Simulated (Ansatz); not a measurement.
# How Rh (Rhodium, Fm-3m) expands on warming, part 4 of 4

Aim: the lattice, expansion, heat capacity and bulk modulus of Rhodium as it warms.

Ansatz 0.2.0; DFT PBEsol, scalar-relativistic, plane waves, PAW (the session's first sound run).

So far, principal linear expansion coefficients at 298 K (× 1e-6/K): step 5 (phonons on strained cells, functional PBEsol) 8.08. Also isothermal bulk modulus at 298 K (GPa): step 5 283.

The database entry behind the starting cell differs from later determinations by our own check (an axis about 0.2 % short against later determinations), so it need not match the best structure at ambient conditions.

## Step 7: The quasi-harmonic study (continued)

Level of this step: DFT PBE+D3(BJ), scalar-relativistic, plane waves, PAW (Ansatz).

Quasi-harmonic; a, b, c are the run's own cell vectors. Expansion, by row:

```
T (K)  a (Å)  b (Å)  c (Å)  alpha (deg)  beta (deg)  gamma (deg)  cell volume (Å³/cell)  alpha_a (1e-6/K)  alpha_b (1e-6/K)  alpha_c (1e-6/K)  alpha_V (1e-6/K)  C_P (J/mol-atom/K)  C_V (J/mol-atom/K)  S (J/mol-atom/K)  B_T (GPa)  B_S (GPa)  Grueneisen  extrapolation  fit error (1e-6/K)
    0  2.685  2.685  2.685           60          60           60                  13.68                 0                 0                 0                 0                   0                   0                 0      278.8      278.8           -              0                   0
   50  2.685  2.685  2.685           60          60           60                  13.69              1.56              1.56              1.56              4.67               5.067               5.064             1.809      278.6      278.8       2.119              0                   0
  100  2.685  2.685  2.685           60          60           60                  13.69               4.9               4.9               4.9             14.71               15.23               15.18             8.746      277.4      278.3       2.217              0                   0
  150  2.686  2.686  2.686           60          60           60                   13.7              6.58              6.58              6.58             19.73               20.15               20.02             15.98      275.6      277.4       2.242              0                   0
  200  2.687  2.687  2.687           60          60           60                  13.72              7.41              7.41              7.41             22.23               22.53               22.31             22.14      273.6      276.4       2.253              0                   0
  250  2.688  2.688  2.688           60          60           60                  13.73               7.9               7.9               7.9             23.69               23.88               23.57             27.32      271.6      275.3       2.259              0                   0
298.1  2.689  2.689  2.689           60          60           60                  13.75              8.22              8.22              8.22             24.65               24.73               24.33             31.61      269.7      274.1       2.263              0                   0
  300  2.689  2.689  2.689           60          60           60                  13.75              8.23              8.23              8.23             24.68               24.76               24.36             31.76      269.6      274.1       2.263              0                   0
  350   2.69   2.69   2.69           60          60           60                  13.77              8.48              8.48              8.48             25.44               25.41               24.91             35.63      267.5      272.9       2.266              0                   0
  400  2.691  2.691  2.691           60          60           60                  13.79              8.69              8.69              8.69             26.07               25.93               25.33             39.06      265.4      271.6       2.268              0                   0
  450  2.693  2.693  2.693           60          60           60                   13.8              8.88              8.88              8.88             26.64               26.37               25.67             42.14      263.2      270.4        2.27              0                0.01
  500  2.694  2.694  2.694           60          60           60                  13.82              9.05              9.05              9.05             27.16               26.77               25.97             44.94        261      269.1       2.272              0                0.01
  550  2.695  2.695  2.695           60          60           60                  13.84              9.22              9.22              9.22             27.66               27.15               26.24             47.51      258.8      267.8       2.274              0                0.01
  600  2.696  2.696  2.696           60          60           60                  13.86              9.39              9.39              9.39             28.16               27.51                26.5             49.88      256.6      266.4       2.276              0                0.01
  650  2.698  2.698  2.698           60          60           60                  13.88              9.55              9.55              9.55             28.65               27.87               26.74              52.1      254.3      265.1       2.278              0                0.01
  700  2.699  2.699  2.699           60          60           60                   13.9              9.71              9.71              9.71             29.14               28.22               26.97             54.18        252      263.7        2.28              0                0.01
  750    2.7    2.7    2.7           60          60           60                  13.92              9.88              9.88              9.88             29.65               28.58                27.2             56.14      249.7      262.4       2.282              0                0.01
  800  2.702  2.702  2.702           60          60           60                  13.94             10.05             10.05             10.05             30.16               28.93               27.42             57.99      247.3      260.9       2.283              0                0.01
  850  2.703  2.703  2.703           60          60           60                  13.96             10.23             10.23             10.23             30.68               29.29               27.65             59.76      244.9      259.5       2.285              0                0.01
  900  2.704  2.704  2.704           60          60           60                  13.99              10.4              10.4              10.4             31.21               29.66               27.87             61.44      242.5      258.1       2.287              0                0.01
  950  2.706  2.706  2.706           60          60           60                  14.01             10.58             10.58             10.58             31.75               30.03               28.09             63.06        240      256.6       2.289              0                0.01
 1000  2.707  2.707  2.707           60          60           60                  14.03             10.77             10.77             10.77             32.31                30.4                28.3             64.61      237.5      255.1       2.291              0                0.01
 1050  2.709  2.709  2.709           60          60           60                  14.05             10.96             10.96             10.96             32.89               30.78               28.52              66.1        235      253.6       2.293              0                0.01
 1100   2.71   2.71   2.71           60          60           60                  14.08             11.16             11.16             11.16             33.47               31.16               28.73             67.54      232.4      252.1       2.296              0                0.01
 1150  2.712  2.712  2.712           60          60           60                   14.1             11.36             11.36             11.36             34.08               31.55               28.94             68.93      229.9      250.6       2.298              0                0.01
 1200  2.713  2.713  2.713           60          60           60                  14.12             11.57             11.57             11.57              34.7               31.94               29.14             70.28      227.2        249       2.301              0                0.01
```

The expansion coefficient by temperature; values in 1e-6/K:

```csv
temperature (K),volume,principal 1
0,0,0
50,4.67,1.56
100,14.7,4.9
150,19.7,6.58
200,22.2,7.41
250,23.7,7.9
298,24.6,8.22
300,24.7,8.23
350,25.4,8.48
400,26.1,8.69
450,26.6,8.88
500,27.2,9.05
550,27.7,9.22
600,28.2,9.39
650,28.6,9.55
700,29.1,9.71
750,29.6,9.88
800,30.2,10.1
850,30.7,10.2
900,31.2,10.4
950,31.8,10.6
1000,32.3,10.8
1050,32.9,11.0
1100,33.5,11.2
1150,34.1,11.4
1200,34.7,11.6
```

Changing the level of theory (PBEsol → PBE+D3(BJ)) takes the volume expansion at 298 K from 24.2 to 24.7 × 10⁻⁶/K and B_T from 283 to 270 GPa.

## Step 8: Results

| Quantity | Value |
| --- | --- |
| settings of these figures | PBE+D3(BJ), 487.2 eV, k 20×20×20, q 4×4×4 |
| volume expansion coefficient at 298 K | 24.65 1e-6/K |
| C_P at 298 K | 24.73 J/mol-atom/K |
| entropy at 298 K | 31.61 J/mol-atom/K |
| isothermal bulk modulus at 298 K | 269.7 GPa |
| Grüneisen parameter at 298 K | 2.263 |
| volume at 298 K | 13.75 Å³/atom |
| principal linear expansion coefficients at 298 K | 8.218, 8.218, 8.218 1e-6/K |

Near room temperature Rhodium expands by 24.7 × 10⁻⁶/K in volume by PBE+D3(BJ), with C_P = 24.7 J/(mol K) per mole of atoms and B_T = 270 GPa. The q-mesh is coarse, and the expansion can converge slowly with it. C_P at room temperature is 99 % of the classical 3R an atom. In this metal the study includes the electrons' free energy, which adds a term that grows with temperature, so the heat capacities need not level off at 3R. The dispersion term is taken with its C6 weights frozen at the crystal at rest, in the force constants and, in the expansion study, in the energies too.

[Logs are printed without paths, hosts, clocks, repeated set-up lines and the standing remarks that a program may print on its own settings, such as how far it seeks lower states.]

[Hosts, paths, dates, database ids (printed as entryN), source tags and the programs' standing remarks are cut or masked in the printed files.]

[A step with changed settings may run another functional than the one named; its input shows which.]
